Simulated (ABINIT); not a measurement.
**InH (P6_3/mmc): from the cell to the phonon bands**

How does InH (P6_3/mmc) vibrate, and is this structure a minimum?

Calculated with ABINIT 10.8.3; DFT LDA, scalar-relativistic, plane waves, HGH norm-conserving pseudopotentials.

Report form: the programs' logs are mostly left out.

The structure was built from a prototype and need not be the compound's stable phase.

## Step 1: The structure

It takes space group P6_3/mmc (No. 194, hexagonal). Conventional cell: a = 4.302 Å, b = 4.302 Å, c = 6.210 Å, α = 90.00°, β = 90.00°, γ = 120.00°. In has 3 H at 2.48 Å nearest. Nearest to H lie 3 In at 2.48 Å. Farther neighbours are not listed.

Coordinates:

```cif
data_structure
_symmetry_space_group_name_H-M 'P6_3/mmc'
_symmetry_Int_Tables_number 194
_cell_length_a 4.3024
_cell_length_b 4.3024
_cell_length_c 6.2100
_cell_angle_alpha 90.000
_cell_angle_beta 90.000
_cell_angle_gamma 120.000
_cell_volume 99.55
loop_
_atom_site_label
_atom_site_type_symbol
_atom_site_symmetry_multiplicity
_atom_site_Wyckoff_symbol
_atom_site_fract_x
_atom_site_fract_y
_atom_site_fract_z
_atom_site_occupancy
In1 In 2 c 0.33333 0.66667 0.25000 1
H1 H 2 d 0.66667 0.33333 0.25000 1
```

## Step 2: A first look

A first run with smearing and empty bands tells whether the crystal has a gap, which decides between fixed occupations and smearing later on.

probe.abi

```
# ground state
tolvrs 1.0d-08
prtden 1
prtwf 1
prtpot 1

# basis, mesh and filling
ecut 35.0
ixc 7
ngkpt 6 6 4
nshiftk 1
shiftk 0.0 0.0 0.0
istwfk *1
occopt 7
tsmear 0.005
nband 9
nstep 100
diemac 9.0
prtebands 0
prtgsr 0
useylm 1

# cell and atoms
acell 3*1.0 Angstrom
rprim 
    4.302412103 2.8868e-06 0.0
    -2.151208551 3.725996735 0.0
    0.0 0.0 6.21
ntypat 2
znucl 49 1
natom 4
typat 1 1 2 2
xred 
    1/3 2/3 0.25
    2/3 1/3 0.75
    2/3 1/3 0.25
    1/3 2/3 0.75
pp_dirpath "./pseudo"
pseudos "In.hgh, H.hgh"
```

Started as:

```
$ OMP_NUM_THREADS=1 mpirun -n 4 abinit probe.abi > probe.log
```

It took 10 s on 4 MPI ranks of Arm Neoverse V1, shared host; 40 s of CPU time.

This step gave:

```yaml
volume_per_atom: 24.89 Å³
pressure: -6.021 GPa
gap_on_the_k_mesh: 0 eV
```

No gap opens on this mesh, so smearing is kept; the printed pressure holds the stress of the finite basis too.

## Step 3: Rough relaxation

The typed start is rough, so a first relaxation with smearing and loose thresholds takes it towards rest cheaply.

prerelax.abi

```
# relaxation
ionmov 2
optcell 2
dilatmx 1.15
chkdilatmx 0
ntime 40
tolmxf 3.0d-04
tolvrs 1.0d-10
prtwf 0
prtden 0
chksymtnons 0

# basis, mesh and filling
ecut 35.0
ecutsm 3.0
ixc 7
ngkpt 6 6 4
nshiftk 1
shiftk 0.0 0.0 0.0
istwfk *1
occopt 7
tsmear 0.005
nband 9
nstep 100
diemac 1000000.0
prtebands 0
prtgsr 0
useylm 1

# cell and atoms
acell 3*1.0 Angstrom
rprim 
    4.302412103 2.8868e-06 0.0
    -2.151208551 3.725996735 0.0
    0.0 0.0 6.21
ntypat 2
znucl 49 1
natom 4
typat 1 1 2 2
xred 
    1/3 2/3 0.25
    2/3 1/3 0.75
    2/3 1/3 0.25
    1/3 2/3 0.75
pp_dirpath "./pseudo"
pseudos "In.hgh, H.hgh"
```

Started as:

```
$ OMP_NUM_THREADS=1 mpirun -n 4 abinit prerelax.abi > prerelax.log
```

Run time: 3.3 min. Hardware: 4 MPI ranks.

The steps of the relaxation:

```
step  energy less that of the first step (eV)  largest force (eV/Å)  volume (Å³)
   1                                   0.0000                0.0000        99.55
   2                                  -0.0660                0.0000        97.78
   3                                  30.2249                0.0000        18.72
   4                                  -0.2741                0.0000        92.17
   5                                  -0.4555                0.0000        87.32
   6                                  56.0706                0.0000        14.36
   7                                  -0.5737                0.0000        84.18
   8                                  -0.6803                0.0000        81.32
   9                                   2.0866                0.0000        37.28
  10                                  -0.9911                0.0000        72.44
  11                                  -1.1346                0.0000        66.94
  12                                  -1.1779                0.0000        59.93
  13                                  -1.1889                0.0000        62.03
  14                                  -1.1903                0.0000        61.93
  15                                  -1.2029                0.0000        60.86
  16                                  -1.2032                0.0000        61.19
```

```
     cell as run  before  after   change
           a (Å)   4.302  3.660  -14.9 %
           b (Å)   4.302  3.660  -14.9 %
           c (Å)   6.210  5.276  -15.0 %
volume (Å³/atom)   24.89  15.30  -38.5 %
```

The relaxed structure:

```xyz
4
Lattice="3.6595 0.0000 0.0000 -1.8298 3.1692 0.0000 0.0000 0.0000 5.2759" Properties=species:S:1:pos:R:3 pbc="T T T"
In    0.0000    2.1128    1.3190
In    1.8298    1.0564    3.9569
H     1.8298    1.0564    1.3190
H     0.0000    2.1128    3.9569
```

This step gave:

* volume per atom: 15.30 Å³
* pressure: 0.03209 GPa

The volume changes by -38.5 % in this run and stands -38.5 % from the first cell.

## Step 4: Rough relaxation

The cell changed much, so the rough relaxation is repeated on a basis made for the new cell.

Changes to prerelax.abi since step 3:

```diff
@@ -32,5 +32,5 @@
 rprim 
-    4.302412103 2.8868e-06 0.0
-    -2.151208551 3.725996735 0.0
-    0.0 0.0 6.21
+    3.659504356 2.4552e-06 0.0
+    -1.829754304 3.16922251 0.0
+    0.0 0.0 5.275851602
 ntypat 2
```

The job ended after 9.6 s (4 MPI ranks).

Little changed from the start: no atom moved by 0.005 Å and no cell edge by 0.1 %.

The volume changes by +0.0 % in this run and stands -38.5 % from the first cell.

## Step 5: Relaxation

The harmonic expansion needs vanishing forces, and a free crystal bears no stress, so cell and atoms are brought to rest. Stress is more sensitive to the basis than forces are: the last 3 Ha under the cutoff are smoothed with ecutsm, and the cutoff is raised above that of the later runs.

relax.abi

```
# relaxation
ionmov 2
optcell 2
dilatmx 1.08
ntime 40
tolmxf 1.0d-05
tolvrs 1.0d-14
prtwf 0
prtden 0
chksymtnons 0

# basis, mesh and filling
ecut 43.0
ecutsm 3.0
ixc 7
ngkpt 9 9 6
nshiftk 1
shiftk 0.0 0.0 0.0
istwfk *1
occopt 7
tsmear 0.01
nband 9
nstep 100
diemac 1000000.0
prtebands 0
prtgsr 0
useylm 1

# cell and atoms
acell 3*1.0 Angstrom
rprim 
    3.659504358 2.455e-06 0.0
    -1.829754305 3.169222512 0.0
    0.0 0.0 5.275851606
ntypat 2
znucl 49 1
natom 4
typat 1 1 2 2
xred 
    1/3 2/3 0.25
    2/3 1/3 0.75
    2/3 1/3 0.25
    1/3 2/3 0.75
pp_dirpath "./pseudo"
pseudos "In.hgh, H.hgh"
```

Started as:

```
$ OMP_NUM_THREADS=1 mpirun -n 4 abinit relax.abi > relax.log
```

The job ended after 2.5 min (4 MPI ranks).

Step by step:

```
step  energy less that of the first step (eV)  largest force (eV/Å)  volume (Å³)
   1                                   0.0000                0.0000        61.19
   2                                  -0.0016                0.0000        61.23
   3                                   0.1120                0.0000        63.97
   4                                  -0.0321                0.0000        62.23
   5                                  -0.0360                0.0000        62.53
   6                                  -0.0362                0.0000        62.59
   7                                  -0.0362                0.0000        62.57
   8                                  -0.0363                0.0000        62.42
   9                                  -0.0363                0.0000        62.41
```

```
conventional cell, symmetrised  before  after  change
                         a (Å)   3.660  3.571  -2.4 %
                         b (Å)   3.660  3.571  -2.4 %
                         c (Å)   5.276  5.651  +7.1 %
              volume (Å³/atom)   15.30  15.60  +2.0 %
```

Final coordinates:

```xyz
4
Lattice="3.5713 0.0000 0.0000 -1.7857 3.0929 0.0000 0.0000 0.0000 5.6506" Properties=species:S:1:pos:R:3 pbc="T T T"
In    0.0000    2.0619    1.4126
In    1.7857    1.0310    4.2379
H     1.7857    1.0310    1.4126
H     0.0000    2.0619    4.2379
```

Read from the output:

```yaml
volume_per_atom: 15.60 Å³
pressure: -1.95e-4 GPa
```

The volume changes by +2.0 % in this run and stands -37.3 % from the first cell.

## Step 6: Self-consistent run for the response

The response is built on these wavefunctions, so the potential is converged far more tightly than an energy would need. Smearing stays on, as the first look found no gap above 0.3 eV.

gs.abi

```
# ground state
tolvrs 1.0d-16
prtden 1
prtwf 1
prtpot 1

# basis, mesh and filling
ecut 35.0
ixc 7
ngkpt 9 9 6
nshiftk 1
shiftk 0.0 0.0 0.0
istwfk *1
occopt 7
tsmear 0.01
nband 9
nstep 100
diemac 1000000.0
prtebands 0
prtgsr 0
useylm 1

# cell and atoms
acell 3*1.0 Angstrom
rprim 
    3.571330227 2.3958e-06 0.0
    -1.785667188 3.092861504 0.0
    0.0 0.0 5.650594709
ntypat 2
znucl 49 1
natom 4
typat 1 1 2 2
xred 
    1/3 2/3 0.25
    2/3 1/3 0.75
    2/3 1/3 0.25
    1/3 2/3 0.75
pp_dirpath "./pseudo"
pseudos "In.hgh, H.hgh"
```

Started as:

```
$ OMP_NUM_THREADS=1 mpirun -n 4 abinit gs.abi > gs.log
```

It took 13 s on 4 MPI ranks.

Numbers from this step:

```yaml
pressure: -0.2884 GPa
```

The cell stands at -0.29 GPa: the relaxation ran with a smoothed and higher cutoff, and the difference is a stress of the finite basis.

## Step 7: Linear response at Γ

At q = 0 one unit cell holds all displacements. The response is solved for single atoms along the cell's directions, and symmetry skips those that follow from others. The crystal is treated as a metal, which screens a static field, so no field response is asked.

dfpt_gamma.abi

```

# common to the responses
getwfk_filepath "gso_WFK"
kptopt 2
nqpt 1
qpt 0.0 0.0 0.0
asr 0
chneut 0

# displacements
rfphon 1
rfatpol 1 4
rfdir 1 1 1
tolvrs 1.0d-10
prtwf 0

# basis, mesh and filling
ecut 35.0
ixc 7
ngkpt 9 9 6
nshiftk 1
shiftk 0.0 0.0 0.0
istwfk *1
occopt 7
tsmear 0.01
nband 9
nstep 100
diemac 1000000.0
prtebands 0
prtgsr 0
useylm 1

# cell and atoms
acell 3*1.0 Angstrom
rprim 
    3.571330227 2.3958e-06 0.0
    -1.785667188 3.092861504 0.0
    0.0 0.0 5.650594709
ntypat 2
znucl 49 1
natom 4
typat 1 1 2 2
xred 
    1/3 2/3 0.25
    2/3 1/3 0.75
    2/3 1/3 0.25
    1/3 2/3 0.75
pp_dirpath "./pseudo"
pseudos "In.hgh, H.hgh"
```

Started as:

```
$ OMP_NUM_THREADS=1 mpirun -n 4 abinit dfpt_gamma.abi > dfpt_gamma.log
```

Wall time 92 s (4 MPI ranks).

Read from the output:

* largest acoustic frequency at the zone centre before the sum rule: 1.41 cm⁻¹
* highest optical zone-centre mode (no LO-TO term): 554.9 cm⁻¹
* lowest optical zone-centre mode: -776.0 cm⁻¹

The acoustic modes at Γ come out as far as 1.4 cm⁻¹ from zero, where they should vanish, a small numerical error. The lowest optical mode is imaginary, 776i cm⁻¹, an instability at this level and on this k mesh.

## Step 8: Linear response on the mesh

Linear response treats each wavevector in the unit cell, with no supercell; the 3×3×2 mesh fixes the range of the force constants to be had.

dfpt_q.abi

```
ndtset 5

# wavevectors
qpt1 0.3333333333 0.0 0.0
qpt2 0.3333333333 0.3333333333 0.0
qpt3 0.0 0.0 0.5
qpt4 0.3333333333 0.0 0.5
qpt5 0.3333333333 0.3333333333 0.5

# displacements
getwfk_filepath "gso_WFK"
getwfq_filepath "gso_WFK"
kptopt 3
nqpt 1
rfphon 1
rfatpol 1 4
rfdir 1 1 1
tolvrs 1.0d-10
prtwf 0

# basis, mesh and filling
ecut 35.0
ixc 7
ngkpt 9 9 6
nshiftk 1
shiftk 0.0 0.0 0.0
istwfk *1
occopt 7
tsmear 0.01
nband 9
nstep 100
diemac 1000000.0
prtebands 0
prtgsr 0
useylm 1

# cell and atoms
acell 3*1.0 Angstrom
rprim 
    3.571330227 2.3958e-06 0.0
    -1.785667188 3.092861504 0.0
    0.0 0.0 5.650594709
ntypat 2
znucl 49 1
natom 4
typat 1 1 2 2
xred 
    1/3 2/3 0.25
    2/3 1/3 0.75
    2/3 1/3 0.25
    1/3 2/3 0.75
pp_dirpath "./pseudo"
pseudos "In.hgh, H.hgh"
```

Started as:

```
$ OMP_NUM_THREADS=1 mpirun -n 4 abinit dfpt_q.abi > dfpt_q.log
```

It took 34 min on 4 MPI ranks; 2.3 h of CPU time.

Read from the output:

* lowest mode on the q mesh (acoustic ones at the zone centre apart): -776.0 cm⁻¹

Frequencies (cm⁻¹) before the sum rule at the irreducible wavevectors but Γ, which is solved apart; negative means imaginary. Frequencies by wavevector:

```
    q (fractions)  star  mode 1  mode 2  mode 3  mode 4  mode 10  mode 11  mode 12
       0.3333 0 0     6  -541.7    -525    -224  -161.5    168.5    434.9    492.1
  0.3333 0.3333 0     2  -567.8  -567.8  -317.4  -317.4    100.7    176.1    320.5
          0 0 0.5     1  -377.9  -377.9   -39.2   -39.2    549.9    549.9    549.9
     0.3333 0 0.5     6  -504.7  -504.7  -236.8  -236.8    126.5    461.1    461.1
0.3333 0.3333 0.5     2    -656    -656  -385.1  -385.1    101.9    273.3    273.3
```

## Step 9: Dispersion

anaddb transforms the dynamical matrices to force constants and back along the path; points of the mesh come back as solved, but for the sum rule and, in polar crystals, the LO-TO term at Γ; the rest is interpolation.

anaddb.abi

```
ddb_filepath "all_DDB"
output_file "anaddb.abo"
outdata_prefix "anaddb"
ifcflag 1
ngqpt 3 3 2
nqshft 1
q1shft 0.0 0.0 0.0
asr 1
chneut 0
dipdip 0
dipquad 0
quadquad 0
enunit 0
eivec 0
nph1l 93
qph1l 
    0.0 0.0 0.0 1.0
    0.05 0.0 0.0 1.0
    0.1 0.0 0.0 1.0
    0.15 0.0 0.0 1.0
    0.2 0.0 0.0 1.0
    0.25 0.0 0.0 1.0
    0.3 0.0 0.0 1.0
    0.35 0.0 0.0 1.0
    0.4 0.0 0.0 1.0
    0.45 0.0 0.0 1.0
    0.5 0.0 0.0 1.0
    0.48333333 0.03333333 0.0 1.0
    0.46666667 0.06666667 0.0 1.0
    0.45 0.1 0.0 1.0
    0.43333333 0.13333333 0.0 1.0
    0.41666667 0.16666667 0.0 1.0
    0.4 0.2 0.0 1.0
    0.38333333 0.23333333 0.0 1.0
    0.36666667 0.26666667 0.0 1.0
    0.35 0.3 0.0 1.0
    0.33333333 0.33333333 0.0 1.0
    0.3 0.3 0.0 1.0
    0.26666667 0.26666667 0.0 1.0
    0.23333333 0.23333333 0.0 1.0
    0.2 0.2 0.0 1.0
    0.16666667 0.16666667 0.0 1.0
    0.13333333 0.13333333 0.0 1.0
    0.1 0.1 0.0 1.0
    0.06666667 0.06666667 0.0 1.0
    0.03333333 0.03333333 0.0 1.0
    0.0 0.0 0.0 1.0
    0.0 0.0 0.05 1.0
    0.0 0.0 0.1 1.0
    0.0 0.0 0.15 1.0
    0.0 0.0 0.2 1.0
    0.0 0.0 0.25 1.0
    0.0 0.0 0.3 1.0
    0.0 0.0 0.35 1.0
    0.0 0.0 0.4 1.0
    0.0 0.0 0.45 1.0
    0.0 0.0 0.5 1.0
    0.05 0.0 0.5 1.0
    0.1 0.0 0.5 1.0
    0.15 0.0 0.5 1.0
    0.2 0.0 0.5 1.0
    0.25 0.0 0.5 1.0
    0.3 0.0 0.5 1.0
    0.35 0.0 0.5 1.0
    0.4 0.0 0.5 1.0
    0.45 0.0 0.5 1.0
    0.5 0.0 0.5 1.0
    0.48333333 0.03333333 0.5 1.0
    0.46666667 0.06666667 0.5 1.0
    0.45 0.1 0.5 1.0
    0.43333333 0.13333333 0.5 1.0
    0.41666667 0.16666667 0.5 1.0
    0.4 0.2 0.5 1.0
    0.38333333 0.23333333 0.5 1.0
    0.36666667 0.26666667 0.5 1.0
    0.35 0.3 0.5 1.0
    0.33333333 0.33333333 0.5 1.0
    0.3 0.3 0.5 1.0
    0.26666667 0.26666667 0.5 1.0
    0.23333333 0.23333333 0.5 1.0
    0.2 0.2 0.5 1.0
    0.16666667 0.16666667 0.5 1.0
    0.13333333 0.13333333 0.5 1.0
    0.1 0.1 0.5 1.0
    0.06666667 0.06666667 0.5 1.0
    0.03333333 0.03333333 0.5 1.0
    0.0 0.0 0.5 1.0
    0.5 0.0 0.5 1.0
    0.5 0.0 0.45 1.0
    0.5 0.0 0.4 1.0
    0.5 0.0 0.35 1.0
    0.5 0.0 0.3 1.0
    0.5 0.0 0.25 1.0
    0.5 0.0 0.2 1.0
    0.5 0.0 0.15 1.0
    0.5 0.0 0.1 1.0
    0.5 0.0 0.05 1.0
    0.5 0.0 0.0 1.0
    0.33333333 0.33333333 0.5 1.0
    0.33333333 0.33333333 0.45 1.0
    0.33333333 0.33333333 0.4 1.0
    0.33333333 0.33333333 0.35 1.0
    0.33333333 0.33333333 0.3 1.0
    0.33333333 0.33333333 0.25 1.0
    0.33333333 0.33333333 0.2 1.0
    0.33333333 0.33333333 0.15 1.0
    0.33333333 0.33333333 0.1 1.0
    0.33333333 0.33333333 0.05 1.0
    0.33333333 0.33333333 0.0 1.0
```

mrgddb.in

```
all_DDB
merged
6
dfpt_gammao_DDB
dfpt_qo_DS1_DDB
dfpt_qo_DS2_DDB
dfpt_qo_DS3_DDB
dfpt_qo_DS4_DDB
dfpt_qo_DS5_DDB
```

Started as:

```
$ mrgddb < mrgddb.in > mrgddb.log
$ OMP_NUM_THREADS=1 anaddb anaddb.abi > anaddb.log
```

Elapsed: 0.55 s, on 1 thread.

Numbers from this step:

- lowest frequency on the path: -776.1 cm⁻¹

Anaddb. Phonon branches along the path, in cm⁻¹:

```
    point  branch 1  branch 2  branch 3  branch 4  branch 9  branch 10  branch 11  branch 12
        Γ      -776      -256       -88       -88       480        480        555        555
  halfway      -620      -386      -220       -94        92        378        457        525
        M      -600      -505      -384      -281       100        116        409        441
  halfway      -584      -533      -367      -285        99        109        276        391
        K      -568      -568      -318      -318       101        101        176        320
  halfway      -577      -444      -219      -109        98        258        410        508
        Γ      -776      -256       -88       -88       480        480        555        555
  halfway      -654      -221       -71       -71       508        508        560        560
        A      -378      -378       -39       -39       550        550        550        550
  halfway      -448      -448       -46       -46       264        264        502        502
        L      -590      -590      -372      -372       120        120        407        407
  halfway      -622      -622      -378      -378       109        109        344        344
        H      -656      -656      -385      -385       102        102        273        273
  halfway      -476      -476      -101      -101       158        158        471        471
        A      -378      -378       -39       -39       550        550        550        550
jump to L      -590      -590      -372      -372       120        120        407        407
  halfway      -587      -545      -380      -348       106        122        404        427
        M      -600      -505      -384      -281       100        116        409        441
jump to H      -656      -656      -385      -385       102        102        273        273
  halfway      -609      -609      -361      -361       102        102        201        316
        K      -568      -568      -318      -318       101        101        176        320
```

The path dips to 776i cm⁻¹.

## Step 10: Density of states

Sums over the zone need many more wavevectors than were solved, so the interpolation is sampled on a dense mesh.

anaddb.abi

```
ddb_filepath "all_DDB"
output_file "anaddb.abo"
outdata_prefix "anaddb"
ifcflag 1
ngqpt 3 3 2
nqshft 1
q1shft 0.0 0.0 0.0
asr 1
chneut 0
dipdip 0
dipquad 0
quadquad 0
prtdos 2
ng2qpt 15 15 8
dosdeltae 4.5563e-06
ntemper 11
temperinc 100.0
tempermin 0.0
```

Started as:

```
$ OMP_NUM_THREADS=1 anaddb anaddb.abi > anaddb.log
```

Wall time 1.5 s (1 thread).

Read from the output:

* share of modes beyond 3i cm⁻¹ on the dense interpolated mesh: 0.4884

The phonon density of states has structure finer than the step of the table below, so its rows give means over 50 cm⁻¹, whole bins alone (the curve runs from -806 to 580 cm⁻¹). Peaks (cm⁻¹: height): -590.1: 0.0210, -383.1: 0.0186, -41.1: 0.0243, 21.9: 0.0276, 66.9: 0.0287, 102.9: 0.0689, 408.9: 0.0126.

Tetrahedra. Phonon density of states against wavenumber; means over each step:

wavenumber (cm⁻¹), phonon density of states (1/cm⁻¹/cell) and a bar:
```
     -750     0.0002 
     -700     0.0006 
     -650     0.0018 ##
     -600     0.0113 ###########
     -550     0.0096 #########
     -500     0.0055 #####
     -450     0.0046 ####
     -400     0.0095 #########
     -350     0.0086 ########
     -300     0.0069 #######
     -250     0.0070 #######
     -200     0.0037 ###
     -150     0.0053 #####
     -100     0.0133 #############
      -50     0.0187 ##################
        0     0.0237 #######################
       50     0.0238 #######################
      100     0.0306 ##############################
      150     0.0041 ####
      200     0.0025 ##
      250     0.0029 ###
      300     0.0038 ####
      350     0.0064 ######
      400     0.0108 ##########
      450     0.0111 ###########
      500     0.0089 #########
      550     0.0050 #####
```

## Step 11: Summary of results

- space group after relaxation: P6_3/mmc
- volume per atom: 15.6 Å³
- highest optical zone-centre mode (no LO-TO term): 554.9 cm⁻¹
- lowest optical zone-centre mode: -776.0 cm⁻¹
- q mesh: 3×3×2
- lowest mode on the q mesh (acoustic ones at the zone centre apart): -776.0 cm⁻¹
- imaginary modes on the q mesh: yes

In words: InH (P6_3/mmc) is unstable: a mode solved on the 3×3×2 mesh is imaginary, 776i cm⁻¹; its spectrum reaches 560 cm⁻¹. At the LDA level the optical modes of InH (P6_3/mmc) at the zone centre run from 776i to 555 cm⁻¹, so the structure is a saddle point, with 4 modes beyond 10i cm⁻¹ there. The most unstable solved mode lies at the zone centre, but modes at other wavevectors are imaginary too, so the distortion may enlarge the cell. These are harmonic frequencies at zero temperature: anharmonic shifts and linewidths and thermal expansion are left out. The HGH files keep few electrons and have no core correction, which is cheap but rough for In. In a metal the frequencies hang on the k mesh and the smearing, most of all near Kohn anomalies. The structure is a hypothetical one, built on a prototype.

[Host names and launcher messages were left out of these logs when they were recorded.]

[Logs are printed without paths, hosts, clocks, repeated set-up lines and the standing remarks that a program may print on its own settings, such as how far it seeks lower states.]

[Hosts, paths, dates, database ids (printed as entryN), source tags and the programs' standing remarks are cut or masked in the printed files.]
